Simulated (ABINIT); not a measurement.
## How the form of the self-energy moves the gap of Te (P3_121)

Wanted: the gap of Te (P3_121) under several approximations, with cost.

Program: ABINIT 10.8.3. Level of theory: PBE and many-body steps on it, plane waves. Results are calculated unless marked as measured.

Most raw output is cut from this account.

**1. The starting structure**

The structure is trigonal, space group P3_121 (No. 152). Conventional cell: a = 4.457 Å, b = 4.457 Å, c = 5.929 Å, α = 90.00°, β = 90.00°, γ = 120.00°. Te has 2 Te at 2.84 Å nearest.

The cell and positions come from the Crystallography Open Database and are kept as given unless a step says otherwise. Spin-orbit coupling is left out unless a step names it.

**2. Empty states on the mesh, 3×3×2 mesh, 157 bands**

This step: ABINIT 10.8.3; DFT, PBE, plane waves, norm-conserving pseudopotentials.

The sums over transitions need many empty states on a uniform mesh; this step solves for them.

Contents of run.abi:

```
acell 3*1.0 Angstrom
rprim 
  4.457199999972 0.000000000006 0.000000000000
  -2.228599999992 3.860048429721 0.000000000000
  0.000000000000 0.000000000000 5.929000000000
ntypat 1
znucl 52
natom 3
typat 1 1 1
xred 
  0.263300000000 0.000000000000 0.333333333333
  0.000000000000 0.263300000000 0.666666666667
  0.736700000000 0.736700000000 -0.000000000000
pp_dirpath "pseudos"
pseudos "Te.upf"
ecut 39
ngkpt 3 3 2
nshiftk 1
shiftk 0 0 0
kptopt 1
chksymbreak 0
iscf -2
irdden 1
istwfk *1
nband 157
nbdbuf 14
tolwfr 1e-09
nstep 60
prtvol 0
indata_prefix "in"
outdata_prefix "out"
tmpdata_prefix "tmp"
```

Launch:

```sh
$ OMP_NUM_THREADS=1 mpirun -n 4 abinit run.abi > log
```

Elapsed: 97 s, on 4 MPI ranks of Intel Xeon Platinum 8375C at 2.90GHz (Ice Lake), shared host; peak memory 0.48 GiB.

Numbers from this step:

* gap: 0.1818 eV
* k of the valence top: 0.3333, 0.3333, 0.5
* k of the conduction bottom: 0.3333, 0.3333, 0.5
* least direct gap: 0.1818 eV
* k points computed: 6
* lowest point of the top converged band, above the valence top: 48.04 eV

On this mesh the gap is 0.182 eV.

The density comes from a self-consistent run that is not shown.

**3. Screening, 3×3×2 mesh, 143 bands, screening to 122.5 eV**

The RPA dielectric matrix is built and inverted for each q.

This step: RPA screening on PBE, plane waves, norm-conserving pseudopotentials.

Edit run.abi of step 2 so:

```diff
@@ -21,10 +21,11 @@
 chksymbreak 0
-iscf -2
-irdden 1
 istwfk *1
-nband 157
-nbdbuf 14
-tolwfr 1e-09
-nstep 60
-prtvol 0
+occopt 1
+irdwfk 1
+optdriver 3
+nband 143
+ecuteps 4.5
+inclvkb 2
+awtr 1
+symchi 1
 indata_prefix "in"
```

Elapsed: 72 s, on 4 MPI ranks; peak memory 1.4 GiB.

This step gave:

```
ε∞ with local fields, on this mesh, along the program's q direction : 1403
the same without local fields                                       : 1747
plasma frequency                                                    : 31.20 eV
plane waves in the screening matrix                                 : 305
```

Local fields lower ε∞ by 20 %. The value itself is an artefact of the mesh, where one narrow direct gap carries too much weight.

**4. G0W0, Godby-Needs plasmon pole**

The self-energy is evaluated for the states that the input lists, and the levels follow from it, in one-shot runs by the linearised quasiparticle equation.

This step: G0W0 on PBE, plane waves, norm-conserving pseudopotentials.

Edit run.abi of step 3 so:

```diff
@@ -24,8 +24,17 @@
 irdwfk 1
-optdriver 3
+optdriver 4
 nband 143
+gwcalctyp 0
+ecutsigx 39
+symsigma 1
+nkptgw 2
+kptgw 
+  0.3333333333 0.3333333333 0.5000000000
+  0.0000000000 0.0000000000 0.0000000000
+bdgw 
+  35 39
+  34 38
 ecuteps 4.5
-inclvkb 2
-awtr 1
-symchi 1
+irdscr 1
+ppmodel 1
 indata_prefix "in"
```

It took 15 s on 4 MPI ranks; peak memory 1.1 GiB.

Numbers from this step:

```yaml
g0w0_gap_on_the_points_computed: 0.4300 eV
starting_gap_on_the_mesh: 0.1818 eV
k_of_the_valence_top: 0.3333, 0.3333, 0.5
k_of_the_conduction_bottom: 0.3333, 0.3333, 0.5
z_at_the_valence_top: 0.792
z_at_the_conduction_bottom: 0.794
least_direct_g0w0_gap_on_the_computed_points: 0.4300 eV
```

The gap on the mesh goes from 0.18 eV to 0.43 eV, a correction of +0.25 eV.

**5. G0W0, Hybertsen-Louie plasmon pole**

Edit run.abi of step 4 so:

```diff
@@ -38,3 +38,3 @@
 irdscr 1
-ppmodel 1
+ppmodel 2
 indata_prefix "in"
```

Wall time 14 s (4 MPI ranks); peak memory 1.1 GiB.

This step gave:

| Item | Value |
| --- | --- |
| G0W0 gap on the points computed | 0.4040 eV |
| starting gap on the mesh | 0.1818 eV |
| k of the valence top | 0.3333, 0.3333, 0.5 |
| k of the conduction bottom | 0.3333, 0.3333, 0.5 |
| Z at the valence top | 0.859 |
| Z at the conduction bottom | 0.86 |
| least direct G0W0 gap on the computed points | 0.4040 eV |

Against G0W0 in ABINIT (3×3×2 mesh, 143 bands, screening to 122.5 eV, Godby-Needs plasmon pole), the gap moves by −0.026 eV.

**6. G0W0, von der Linden-Horsch plasmon pole**

Edit run.abi of step 5 so:

```diff
@@ -38,3 +38,3 @@
 irdscr 1
-ppmodel 2
+ppmodel 3
 indata_prefix "in"
```

Wall time 9.5 s (4 MPI ranks); peak memory 1 GiB.

This step gave:

```yaml
g0w0_gap_on_the_points_computed: 0.4420 eV
starting_gap_on_the_mesh: 0.1818 eV
k_of_the_valence_top: 0.3333, 0.3333, 0.5
k_of_the_conduction_bottom: 0.3333, 0.3333, 0.5
least_direct_g0w0_gap_on_the_computed_points: 0.4420 eV
```

Against G0W0 in ABINIT (3×3×2 mesh, 143 bands, screening to 122.5 eV, Godby-Needs plasmon pole), the gap moves by +0.012 eV.

**7. G0W0, Engel-Farid plasmon pole**

Edit run.abi of step 6 so:

```diff
@@ -38,3 +38,3 @@
 irdscr 1
-ppmodel 3
+ppmodel 4
 indata_prefix "in"
```

Run time: 9.6 s. Hardware: 4 MPI ranks; peak memory 1 GiB; 37 s of CPU time.

Numbers from this step:

* G0W0 gap on the points computed: 0.4220 eV
* starting gap on the mesh: 0.1818 eV
* k of the valence top: 0.3333, 0.3333, 0.5
* k of the conduction bottom: 0.3333, 0.3333, 0.5
* least direct G0W0 gap on the computed points: 0.4220 eV

Against G0W0 in ABINIT (3×3×2 mesh, 143 bands, screening to 122.5 eV, Godby-Needs plasmon pole), the gap moves by −0.008 eV.

**8. One-shot Hartree-Fock**

This step: one-shot Hartree-Fock on PBE, plane waves, norm-conserving pseudopotentials.

Edit run.abi of step 7 so:

```diff
@@ -25,4 +25,4 @@
 optdriver 4
-nband 143
-gwcalctyp 0
+nband 40
+gwcalctyp 5
 ecutsigx 39
@@ -36,5 +36,4 @@
   34 38
-ecuteps 4.5
-irdscr 1
-ppmodel 4
+ixc_sigma 40
+fftgw 31
 indata_prefix "in"
```

The job ended after 4.3 s (4 MPI ranks; peak memory 0.88 GiB).

This step gave:

```yaml
quasiparticle_gap_on_the_points_computed: 4.744 eV
starting_gap_on_the_mesh: 0.1818 eV
k_of_the_valence_top: 0.3333, 0.3333, 0.5
k_of_the_conduction_bottom: 0.3333, 0.3333, 0.5
least_direct_quasiparticle_gap_on_the_computed_points: 4.744 eV
```

Against G0W0 in ABINIT (3×3×2 mesh, 143 bands, screening to 122.5 eV, Godby-Needs plasmon pole), the gap moves by +4.314 eV.

**9. Side by side**

Times are wall times on 4 MPI ranks of Intel Xeon Platinum 8375C at 2.90GHz (Ice Lake), shared host, good to a factor of about two. A run's time includes the screening step that it read.

| run | mesh | bands | screening cutoff (eV) | DFT gap (eV) | gap on the mesh (eV) | direct (eV) | ε∞ used | time |
| --- | --- | --- | --- | --- | --- | --- | --- | --- |
| G0W0, Godby-Needs plasmon pole | 3×3×2 | 143 | 122.5 | 0.182 | 0.430 | 0.430 | 1403.23 | 87 s |
| G0W0, Hybertsen-Louie plasmon pole | 3×3×2 | 143 | 122.5 | 0.182 | 0.404 | 0.404 | 1403.23 | 87 s |
| G0W0, von der Linden-Horsch plasmon pole | 3×3×2 | 143 | 122.5 | 0.182 | 0.442 | 0.442 | 1403.23 | 82 s |
| G0W0, Engel-Farid plasmon pole | 3×3×2 | 143 | 122.5 | 0.182 | 0.422 | 0.422 | 1403.23 | 82 s |
| one-shot Hartree-Fock | 3×3×2 | - | - | 0.182 | 4.744 | 4.744 | - | 4.3 s |

**10. Outcome**

```json
{
  "G0W0, Godby-Needs plasmon pole": "0.430 eV",
  "G0W0, Hybertsen-Louie plasmon pole": "0.404 eV",
  "G0W0, von der Linden-Horsch plasmon pole": "0.442 eV",
  "G0W0, Engel-Farid plasmon pole": "0.422 eV",
  "one-shot Hartree-Fock": "4.744 eV",
  "known limits": "not at the basis limit; model gap, bands may invert with spin-orbit coupling; screening runs away on this mesh; no spin-orbit coupling; coarse k mesh"
}
```

In words: G0W0, Hybertsen-Louie plasmon pole: −0.026 eV against G0W0, Godby-Needs plasmon pole. G0W0, von der Linden-Horsch plasmon pole: +0.012 eV against G0W0, Godby-Needs plasmon pole. G0W0, Engel-Farid plasmon pole: −0.008 eV against G0W0, Godby-Needs plasmon pole. One-shot Hartree-Fock: +4.314 eV against G0W0, Godby-Needs plasmon pole. Bare exchange alone opens the gap to 4.74 eV; against G0W0, correlation takes back 4.31 eV. Bands and cutoff are finite, so the gap is not at the basis limit. The miss can reach some tenths of an eV and take either sign; the mesh is an error of its own. In the G0W0 runs levels were corrected at 2 k points alone, so a gap called «on the mesh» is the least over those, and an edge elsewhere would be missed. The 3×3×2 mesh is coarse for this cell, which bears on the long-range parts of exchange and screening. With atoms this heavy and so narrow a gap, spin-orbit coupling can invert the bands. These scalar-relativistic gaps are then model values, not to be set against experiment, and a spin-orbit change taken from DFT can't simply be added. For the PBE start: On this mesh the RPA ε∞ passes 90, more than nearly any semiconductor shows; a coarse mesh does this where one point with a narrow direct gap carries much weight. The screening is then too strong, and the G0W0 gap should not be taken as the material's.

[Paths, hosts, dates, memory and timing lines, banners, echoed tables and standing remarks are left out of the program output.]

[Logs are printed without paths, hosts, clocks, repeated set-up lines and the standing remarks that a program may print on its own settings, such as how far it seeks lower states.]

[Runs of the session that timed out or met a known fault of the program may be left out.]

[Hosts, paths, dates, database ids (printed as entryN), source tags and the programs' standing remarks are cut or masked in the printed files.]

[G0W0 gaps are taken among the corrected bands and points alone; a level outside them can change the order at an edge.]

[Where Ansatz stands beside ABINIT at settings called matched, ABINIT's density can come from a denser mesh and the files from another edition; pairs whose starting gaps differed by over 0.03 eV were left out, so agreement reads better than it is.]
